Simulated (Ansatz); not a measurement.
# Tc of Pa (I4/mmm) from its phonons

Aim: the phonon-mediated transition temperature of Pa (I4/mmm) at ambient pressure, over a range of μ*. The cell shown first is a relaxed one, from steps not shown here.

Main program and level: Ansatz 0.2.0; DFT PBEsol, scalar-relativistic, plane waves, PAW; PAW set soft_1.

Experimental background.

“List of superconductors” (2026, Wikipedia's table of superconducting elements, as read in December) quotes from earlier work for Pa (bulk crystal): superconducting transition temperature (bulk, normal pressure) 1.4 K.

## (1) The structure

Symmetry: I4/mmm, No. 139, tetragonal system. The conventional cell has a = 3.952 Å, b = 3.952 Å, c = 3.194 Å, α = 90.00°, β = 90.00°, γ = 90.00°. Nearest to Pa lie 10 Pa at 3.19 to 3.22 Å.

## (2) Resistivity: q 4×4×4, k 16×16×16, scattering 20×20×20

The run that gives the couplings also evaluates McMillan's and Allen and Dynes's formulas and, where asked, the Eliashberg equations, over a range of μ*.

Input file input.yaml:

```yaml
crystal:
  lattice:
    - [-1.9759702762, 1.9759702762, 1.5970016499]
    - [1.9759702762, -1.9759702762, 1.5970016499]
    - [1.9759702762, 1.9759702762, -1.5970016499]
  atoms:
    - { symbol: Pa, position: [0.0, 0.0, 0.0] }
kpoints:
  mp_grid: { grid: [16, 16, 16] }
hamiltonian:
  xc: pbesol
  pseudopotentials: { kind: paw, azcp: { folder: soft_1 }, xc_functional: pbe }
scf:
  occupations: { method: methfessel_paxton, width: 0.2 }
output:
  eigenvalues: true
phonons:
  method: dfpt
  qmesh: [4, 4, 4]
  temperatures: { t_max: 400, t_step: 50 }
  qpath:
    path:
      - [[0.0, 0.0, 0.0], [0.0, 0.0, 0.5], [-0.5, 0.5, 0.5], [0.0, 0.0, 0.0]]
      - [[0.0, 0.0, 0.5], [0.25, 0.25, 0.25], [0.0, 0.5, 0.0], [0.0, 0.0, 0.0]]
    npoints: 6
  electrical_resistivity:
    mesh: [20, 20, 20]
    temperatures: [20.0, 50.0, 80.0, 100.0, 150.0, 200.0, 273.0, 300.0, 400.0]
  superconductivity: { mesh: [20, 20, 20] }
```

Launch:

```
$ ansatz run input.yaml --threads 16 --pin off --max-ram 92160MiB --backend cuda --events-out ev --progress --plain --runs-dir out --max-vram 78GiB
```

Numbers of over 12 decimals in the logs are rounded to 6 here.

The program printed:

```text
band count auto-derived: 16 (N_el = 13.0; filled up to band 7; 11 by the electrons, moments and atoms)
Engine: ansatz 0.2.0, aarch64-unknown-linux-gnu
Pseudopotentials: kind: paw
Pseudopotential: Pa, paw, valence charge 13, recommended cutoff 420 eV (normal), soft_1/Pa.paw.azcp
Functional definition: PBEsol
  exchange = pbesol_x
  correlation = pbesol_c
[...]
Crystal: 1 atoms, lattice volume = 24.942 Å³
Basis set: ecut = 420 eV, 513 PW (Γ), exchange–correlation on 48×48×48 points (8 copies of the dense FFT grid, shifted against one another)
Bands: 16, of which v1, the nominal top of the filled ones, is band 7 counted from 1 (6 counted from 0)
Symmetry: 16 space group operations
k-points: 349 of 4096
Non-local potential: Pa, projectors of the file, l = 0: 3, l = 1: 2, l = 2: 2, l = 3: 3
PAW form: soft (Blöchl's): semilocal exchange-correlation on the pseudo side does not see the compensation charge
PAW frozen core: Pa, regenerated for the run's functional, and the local potential with it (the file was generated under x = pbe(κ = 0.804, μ = 0.219515), c = pbe(β = 0.066725))
PAW one-centre angular grid: Pa, 590 points (default); XC on 64 Gauss nodes
Initial density: superposition of atomic densities (chi_scale 0.1, normalization cell)
Initial wavefunctions: pseudopotential atomic-orbital guess
[...]
Functional: x = pbesol(κ = 0.804, μ = 0.123457), c = pbesol(β = 0.046)
SCF iter   1: F=—  HF=-13473.441192 eV  |F-HF|=—  |Δ(HF+E_count)|=         —  Δρ=6.75e-2  dr2=1.38e0  ethr=3.10e-3  ⟨swp⟩=5.0  Hψ=27310  notcnv=0
preconditioner: auto → none  [metal: Δε(μ)=0.006 eV  Ē_g=13.812 eV  σ=0.200 eV  W_gap=0.03  n_scr=4 (ndim 8)  ℏωp=24.7 eV  f_vac=0.000  D(μ)=1.71/eV (n_scr^D=16)  sad-step TF]
SCF iter   2: F=—  HF=-13473.241281 eV  |F-HF|=—  |Δ(HF+E_count)|=   2.00e-1  S|Δr|=    0.00e0  Δρ=4.90e-2  dr2=7.43e-1  ethr=3.10e-3  ⟨swp⟩=2.0  Hψ=10749  notcnv=0  defer=550
[...]
SCF iter   9: F=-13473.021049 eV  HF=-13473.021049 eV  |F-HF|=3.64e-12  |Δ(HF+E_count)|=  9.82e-11  S|Δr|=    0.00e0  Δρ=1.41e-7  dr2=4.97e-12  ethr=1.00e-12  ⟨swp⟩=8.4  Hψ=27308  notcnv=0
SCF 1 converged in 9 iterations: F = -13473.021049 eV  dr2 = 4.97e-12
  greatest PAW one-centre occupation: 0.986 electrons in one spin orbital (limit 2), on the Pa atom at site 0 (counted from 0), in its partial waves of l = 0
[...]
NSCF: frozen V_eff on 349 k-points, pencils in batches of 32, up to order 64
[...]
NSCF: frozen V_eff on 349 k-points
[...]
DFPT response loops at q = (0, 0, 0) (fractional): preconditioner auto → Kerker (q_TF=auto, 2.448 Å⁻¹) (partly filled bands, converged f_vac=0.000); β = 1.00, the filter's whole step (`scf.mixing.beta` (0.50) is not read by the response loops under this deck's `scf.mixing.preconditioner`; to damp them name `kerker` or `kerker_dos`, under which they read `scf.mixing.beta`, and type it under 1.00, their step now; both keys bind the ground state too); Anderson in place of MSR1; while a model of the screening serves, it and β = 1 on shorter waves in the place of filter and β
[...]
NSCF: frozen V_eff on 349 k-points
[...]
DFPT response loops at q = (0, 0, 0.25) (fractional): mixed as the last ones told, above
[...]
DFPT response loops at q = (0, 0, -0.5) (fractional): mixed as the last ones told, above
[...]
DFPT response loops at q = (0, 0.25, 0) (fractional): mixed as the last ones told, above
[...]
DFPT response loops at q = (0, 0.25, 0.25) (fractional): mixed as the last ones told, above
[...]
DFPT response loops at q = (0, -0.5, 0) (fractional): mixed as the last ones told, above
[...]
DFPT response loops at q = (0, -0.5, 0.25) (fractional): mixed as the last ones told, above
[...]
DFPT response loops at q = (0.25, 0.25, 0.25) (fractional): mixed as the last ones told, above
[...]
DFPT response loops at q = (0.25, 0.25, -0.25) (fractional): mixed as the last ones told, above
[...]
DFPT response loops at q = (0.25, -0.5, -0.5) (fractional): mixed as the last ones told, above
[...]
DFPT response loops at q = (0.25, -0.25, 0.25) (fractional): mixed as the last ones told, above
[...]
DFPT response loops at q = (0.25, -0.25, -0.5) (fractional): mixed as the last ones told, above
[...]
DFPT response loops at q = (-0.5, -0.5, -0.5) (fractional): mixed as the last ones told, above
[...]
SCF 2 converged in 9 iterations: F = -13473.021049 eV  dr2 = 4.97e-12
[...]
SCF converged after 9 iterations
[...]
100.00      2.6772e0              no      3.0431e0      3.0431e0      1.9453e0        2.9445e0          3.1308e0
    150.00      4.2778e0              no      4.8591e0      4.8591e0      3.1150e0        4.6786e0          5.0086e0
    200.00      5.8395e0              no      6.6323e0      6.6323e0      4.2540e0        6.3794e0          6.8372e0
    273.00      8.1026e0              no      9.2039e0      9.2039e0      5.8999e0        8.8490e0          9.4830e0
    300.00      8.9387e0              no      1.0155e1      1.0155e1      6.5067e0        9.7623e0          1.0459e1
    400.00      1.2036e1              no      1.3679e1      1.3679e1      8.7501e0        1.3150e1          1.4074e1
  mean free path at 20 K (of a tensor a third of its trace): 695 nm by what each carries, 489 by the Fermi surface alone
  Hall coefficient in a weak field at 20 K (a third of the trace): -9.778e-12 m³/C (as a tensor it moves by 31.4 % between the two finest meshes); by each state's relaxation time: -1.045e-11 m³/C; by a constant relaxation time: 2.510e-11 m³/C
  mean free path at 50 K (of a tensor a third of its trace): 52.8 nm by what each carries, 43.8 by the Fermi surface alone
  Hall coefficient in a weak field at 50 K (a third of the trace): -7.423e-12 m³/C (as a tensor it moves by 24.8 % between the two finest meshes); by each state's relaxation time: 2.787e-12 m³/C; by a constant relaxation time: 2.537e-11 m³/C
  mean free path at 80 K (of a tensor a third of its trace): 24.5 nm by what each carries, 21.0 by the Fermi surface alone
  Hall coefficient in a weak field at 80 K (a third of the trace): -7.835e-12 m³/C (as a tensor it moves by 22.5 % between the two finest meshes); by each state's relaxation time: 4.653e-12 m³/C; by a constant relaxation time: 2.515e-11 m³/C
  mean free path at 100 K (of a tensor a third of its trace): 18.2 nm by what each carries, 15.7 by the Fermi surface alone
  Hall coefficient in a weak field at 100 K (a third of the trace): -7.734e-12 m³/C (as a tensor it moves by 21.2 % between the two finest meshes); by each state's relaxation time: 5.205e-12 m³/C; by a constant relaxation time: 2.497e-11 m³/C
  mean free path at 150 K (of a tensor a third of its trace): 11.3 nm by what each carries, 9.85 by the Fermi surface alone
  Hall coefficient in a weak field at 150 K (a third of the trace): -7.401e-12 m³/C (as a tensor it moves by 17.7 % between the two finest meshes); by each state's relaxation time: 5.979e-12 m³/C; by a constant relaxation time: 2.457e-11 m³/C
  mean free path at 200 K (of a tensor a third of its trace): 8.28 nm by what each carries, 7.21 by the Fermi surface alone
  Hall coefficient in a weak field at 200 K (a third of the trace): -7.276e-12 m³/C (as a tensor it moves by 15.0 % between the two finest meshes); by each state's relaxation time: 6.263e-12 m³/C; by a constant relaxation time: 2.419e-11 m³/C
  mean free path at 273 K (of a tensor a third of its trace): 5.96 nm by what each carries, 5.20 by the Fermi surface alone
  Hall coefficient in a weak field at 273 K (a third of the trace): -7.457e-12 m³/C (as a tensor it moves by 12.2 % between the two finest meshes); by each state's relaxation time: 6.130e-12 m³/C; by a constant relaxation time: 2.360e-11 m³/C
  mean free path at 300 K (of a tensor a third of its trace): 5.40 nm by what each carries, 4.71 by the Fermi surface alone
  Hall coefficient in a weak field at 300 K (a third of the trace): -7.603e-12 m³/C (as a tensor it moves by 11.4 % between the two finest meshes); by each state's relaxation time: 5.971e-12 m³/C; by a constant relaxation time: 2.337e-11 m³/C
  mean free path at 400 K (of a tensor a third of its trace): 4.01 nm by what each carries, 3.50 by the Fermi surface alone
  Hall coefficient in a weak field at 400 K (a third of the trace): -8.361e-12 m³/C (as a tensor it moves by 8.9 % between the two finest meshes); by each state's relaxation time: 5.095e-12 m³/C; by a constant relaxation time: 2.245e-11 m³/C
  the resistivity times a path that all electrons share, by the Fermi surface of the deck's mesh alone (a third of the trace): 4.033e-16 Ω·m²
  not converged in the mesh (λ_tr; the resistivity at 20 K by 56.75 %; the resistivity at 50 K by 46.02 %; the resistivity at 80 K by 44.69 %; the resistivity at 100 K by 44.32 %; the resistivity at 150 K by 43.76 %; the resistivity at 200 K by 43.28 %; the resistivity at 273 K by 42.47 %; the resistivity at 300 K by 42.11 %; the resistivity at 400 K by 40.62 %): between neighbouring meshes, the two finest first, λ m [...]
  vibrations of 64 cells: unjudged by the run; compare a larger repeat
  the changes of the potential over all sites missed a rigid shift's by 0.00 % (the site terms' by 0.00 %)
  at the force constants' own smearing the fine mesh and the k-points of their solves give squared frequencies that differ by 90.0 % of the larger at the most, at (0, 0, -0.5)
--- Superconductivity: potentials and phonons of a 4×4×4 supercell ---
           mesh         λ    ħω_log (meV)  μ* declared at (meV)
       20×20×20    0.6017           8.459                9.702
       10×10×10    0.6010           8.128                9.598
          5×5×5    0.7951           7.625                9.410
  λ by the species' shares of the modes' patterns: Pa 0.6017
  with the Fermi level up to 15.5 meV (the hardest mode) off, states and modes as they are: density of states 1.1828 to 1.2382 /eV of one spin and cell, λ 0.6001 to 0.6045
  transition temperature on the deck's mesh (K), isotropic and anisotropic, restricted to the Fermi surface (FSR) and over the full bandwidth (FBW), and the last with the density of states resolved in a narrower window:
        μ*   McMillan   Allen–Dynes      iso. FSR      iso. FBW    aniso. FSR    aniso. FBW  narrow window
      0.08      2.766         2.854         2.696         2.695         3.139         3.136          3.137
      0.10      2.264         2.329         2.143         2.142         2.581         2.578          2.579
      0.12      1.807         1.855         1.659         1.658         2.085         2.083          2.084
      0.13      1.597         1.637         1.444         1.443         1.861         1.859          1.860
      0.14      1.399         1.433         1.246         1.245         1.653         1.651          1.652
      0.16      1.045         1.068         0.902         0.902         1.282         1.281          1.281
      0.20      0.502         0.512         0.411         0.412         0.717         0.718          0.717
  isotope coefficients −∂ln Tc/∂ln M under μ* = 0.13, the force constants as they are, of the isotropic transitions restricted to the Fermi surface and over the full bandwidth: Pa 0.379 and 0.379
  gaps at the Fermi level over the full bandwidth under μ* = 0.1, 0.645 K: 0.039 to 0.748 meV
  gaps at the Fermi level over the full bandwidth under μ* = 0.13, 0.465 K: -0.001 to 0.556 meV
  gaps at the Fermi level over the full bandwidth under μ* = 0.16, 0.320 K: -0.023 to 0.396 meV
  converged in the mesh: between neighbouring meshes, the two finest first, λ moves by 0.12 % and 32.30 % and the anisotropic transition temperature over the full bandwidth at μ* = 0.13 by 2.56 % and 98.35 %; converged means that the two finest part by at most 2.00 % and 5.00 %
  vibrations of 64 cells: unjudged by the run; compare a larger repeat
  the changes of the potential over all sites missed a rigid shift's by 0.00 % (the site terms' by 0.00 %)
  at the force constants' own smearing the fine mesh and the k-points of their solves give squared frequencies that differ by 90.0 % of the larger at the most, at (0, 0, -0.5)
```

Wall time 89 s (1 × NVIDIA GB200 with 16 threads of Arm Neoverse V2, shared host); peak memory 4.4 GiB; 16 min of CPU time.

The column dr2 measures how far the density is from self-consistency, as an energy; F and HF (Harris–Foulkes) agree once it is small.

This step gave:

| Quantity | Value |
| --- | --- |
| volume per atom | 24.94 Å³/atom |
| metallic on mesh | yes |
| gap on the k-mesh | 0 eV |
| zero point energy | 0.01468 eV/cell |
| share of imaginary modes in the plain interpolation between solved wavevectors | 0 |
| highest frequency, solved or plainly interpolated | 119.7 cm⁻¹ |
| Debye temperature (second moment) | 152 K |
| resistivity at 300 K | 8.939 μΩ cm, mean of the axes |
| coupling constant λ | 0.6017 |
| density of states at the Fermi level | 1.208 states/eV a spin and cell |
| log mean phonon energy ħω_log | 8.459 meV |
| transport coupling constant λ_tr | 0.5574, 0.5574, 0.4559 (xx, yy, zz) |
| Drude plasma energy | 7.811, 7.811, 8.737 eV (xx, yy, zz) |
| resistivity times mean free path | 4.034, 4.034, 4.033 × 10⁻¹⁶ Ω m² (xx, yy, zz) |
| second-moment phonon energy ħω₂ | 9.702 meV |
| coupling λ by branch | 0.291, 0.153, 0.158 (branches by rank of frequency) |

Transition temperatures:

```csv
μ*,McMillan Tc (K),Allen–Dynes Tc (K),isotropic Fermi-surface Tc (K),isotropic full bandwidth Tc (K),anisotropic Fermi-surface Tc (K),anisotropic full bandwidth Tc (K),anisotropic narrow window Tc (K)
0.08,2.77,2.85,2.7,2.69,3.14,3.14,3.14
0.1,2.26,2.33,2.14,2.14,2.58,2.58,2.58
0.12,1.81,1.85,1.66,1.66,2.09,2.08,2.08
0.13,1.6,1.64,1.44,1.44,1.86,1.86,1.86
0.14,1.4,1.43,1.25,1.25,1.65,1.65,1.65
0.16,1.04,1.07,0.902,0.902,1.28,1.28,1.28
0.2,0.502,0.512,0.411,0.412,0.717,0.718,0.717
```

## (3) Resistivity: q 4×4×4, k 20×20×20, scattering 28×28×28

The next rung changes the k mesh of the density and its response; the scattering mesh, which samples the Fermi surface.

input.yaml: that of step 2 with these lines changed.

```diff
@@ -8,3 +8,3 @@
 kpoints:
-  mp_grid: { grid: [16, 16, 16] }
+  mp_grid: { grid: [20, 20, 20] }
 hamiltonian:
@@ -26,4 +26,4 @@
   electrical_resistivity:
-    mesh: [20, 20, 20]
+    mesh: [28, 28, 28]
     temperatures: [20.0, 50.0, 80.0, 100.0, 150.0, 200.0, 273.0, 300.0, 400.0]
-  superconductivity: { mesh: [20, 20, 20] }
+  superconductivity: { mesh: [28, 28, 28] }
```

The program printed:

```text
[...]
Crystal: 1 atoms, lattice volume = 24.942 Å³
Basis set: ecut = 420 eV, 513 PW (Γ), exchange–correlation on 48×48×48 points (8 copies of the dense FFT grid, shifted against one another)
Bands: 16, of which v1, the nominal top of the filled ones, is band 7 counted from 1 (6 counted from 0)
Symmetry: 16 space group operations
k-points: 641 of 8000
[...]
SCF iter   1: F=—  HF=-13473.442086 eV  |F-HF|=—  |Δ(HF+E_count)|=         —  Δρ=6.75e-2  dr2=1.39e0  ethr=3.10e-3  ⟨swp⟩=5.0  Hψ=50205  notcnv=0
[...]
SCF iter   2: F=—  HF=-13473.241549 eV  |F-HF|=—  |Δ(HF+E_count)|=   2.01e-1  S|Δr|=    0.00e0  Δρ=4.90e-2  dr2=7.44e-1  ethr=3.10e-3  ⟨swp⟩=2.0  Hψ=19738  notcnv=0  defer=1038
[...]
SCF iter   9: F=-13473.020929 eV  HF=-13473.020929 eV  |F-HF|=5.46e-12  |Δ(HF+E_count)|=  8.00e-11  S|Δr|=    0.00e0  Δρ=1.15e-7  dr2=3.49e-12  ethr=1.00e-12  ⟨swp⟩=8.5  Hψ=49220  notcnv=0
SCF 1 converged in 9 iterations: F = -13473.020929 eV  dr2 = 3.49e-12
[...]
NSCF: frozen V_eff on 641 k-points, pencils in batches of 32, up to order 64
[...]
NSCF: frozen V_eff on 641 k-points
[...]
SCF 2 converged in 9 iterations: F = -13473.020929 eV  dr2 = 3.49e-12
[...]
SCF converged after 9 iterations
[...]
100.00      2.5302e0              no      2.8810e0      2.8810e0      1.8286e0        2.7856e0          2.9792e0
    150.00      4.0463e0              no      4.6064e0      4.6064e0      2.9261e0        4.4293e0          4.7713e0
    200.00      5.5260e0              no      6.2912e0      6.2912e0      3.9956e0        6.0420e0          6.5169e0
    273.00      7.6736e0              no      8.7351e0      8.7351e0      5.5505e0        8.3872e0          9.0467e0
    300.00      8.4688e0              no      9.6393e0      9.6393e0      6.1278e0        9.2564e0          9.9823e0
    400.00      1.1427e1              no      1.2998e1      1.2998e1      8.2834e0        1.2492e1          1.3458e1
[...]
not converged in the mesh (λ; λ_tr; the resistivity at 20 K by 16.42 %; the resistivity at 50 K by 13.34 %; the resistivity at 80 K by 12.96 %; the resistivity at 100 K by 12.77 %; the resistivity at 150 K by 12.60 %; the resistivity at 200 K by 12.55 %; the resistivity at 273 K by 12.55 %; the resistivity at 300 K by 12.55 %; the resistivity at 400 K by 12.55 %): between neighbouring meshes, the two finest first,  [...]
  vibrations of 64 cells: unjudged by the run; compare a larger repeat
[...]
--- Superconductivity: potentials and phonons of a 4×4×4 supercell ---
           mesh         λ    ħω_log (meV)  μ* declared at (meV)
       28×28×28    0.6096           8.552                9.737
       14×14×14    0.6201           8.429                9.709
          7×7×7    0.5684           8.074                9.611
  λ by the species' shares of the modes' patterns: Pa 0.6096
[...]
0.08      2.895         2.988         2.829         2.832         3.272         3.272          3.273
      0.10      2.380         2.450         2.261         2.264         2.700         2.700          2.701
      0.12      1.910         1.961         1.762         1.764         2.191         2.191          2.191
      0.13      1.693         1.737         1.539         1.540         1.960         1.960          1.960
      0.14      1.489         1.526         1.333         1.334         1.744         1.744          1.745
      0.16      1.120         1.146         0.974         0.975         1.360         1.360          1.360
      0.20      0.551         0.562         0.454         0.455         0.770         0.771          0.770
[...]
not converged in the mesh (the transition temperature): between neighbouring meshes, the two finest first, λ moves by 1.72 % and 8.34 % and the anisotropic transition temperature over the full bandwidth at μ* = 0.13 by 6.49 % and 13.12 %; converged means that the two finest part by at most 2.00 % and 5.00 %
  vibrations of 64 cells: unjudged by the run; compare a larger repeat
[...]
```

Elapsed: 3.8 min, on 1 × NVIDIA GB200 with 16 threads; peak memory 12 GiB; 50 min of CPU time.

Numbers from this step:

- zero point energy: 0.01476 eV/cell
- highest frequency, solved or plainly interpolated: 120.8 cm⁻¹
- Debye temperature (second moment): 153 K
- resistivity at 300 K: 8.469 μΩ cm, mean of the axes
- coupling constant λ: 0.6096
- density of states at the Fermi level: 1.248 states/eV a spin and cell
- log mean phonon energy ħω_log: 8.552 meV
- transport coupling constant λ_tr: 0.557, 0.557, 0.4551 (xx, yy, zz)
- Drude plasma energy: 8.006, 8.006, 9.014 eV (xx, yy, zz)
- resistivity times mean free path: 3.868, 3.868, 3.773 × 10⁻¹⁶ Ω m² (xx, yy, zz)
- second-moment phonon energy ħω₂: 9.737 meV
- coupling λ by branch: 0.292, 0.155, 0.162 (branches by rank of frequency)

Transition temperatures:

```csv
μ*,McMillan Tc (K),Allen–Dynes Tc (K),isotropic Fermi-surface Tc (K),isotropic full bandwidth Tc (K),anisotropic Fermi-surface Tc (K),anisotropic full bandwidth Tc (K),anisotropic narrow window Tc (K)
0.08,2.9,2.99,2.83,2.83,3.27,3.27,3.27
0.1,2.38,2.45,2.26,2.26,2.7,2.7,2.7
0.12,1.91,1.96,1.76,1.76,2.19,2.19,2.19
0.13,1.69,1.74,1.54,1.54,1.96,1.96,1.96
0.14,1.49,1.53,1.33,1.33,1.74,1.74,1.74
0.16,1.12,1.15,0.974,0.975,1.36,1.36,1.36
0.2,0.551,0.562,0.454,0.455,0.77,0.771,0.77
```

Between step 2 and this run (k-mesh 20×20×20 and scattering mesh 28×28×28) the value for the log mean phonon energy ħω_log moves from 8.46 meV to 8.55 meV.

(Part 1 of 2 ends here.)

[Logs are printed without paths, hosts, clocks, repeated set-up lines and the standing remarks that a program may print on its own settings, such as how far it seeks lower states.]

[Hosts, paths, dates, database ids (printed as entryN), source tags and the programs' standing remarks are cut or masked in the printed files.]
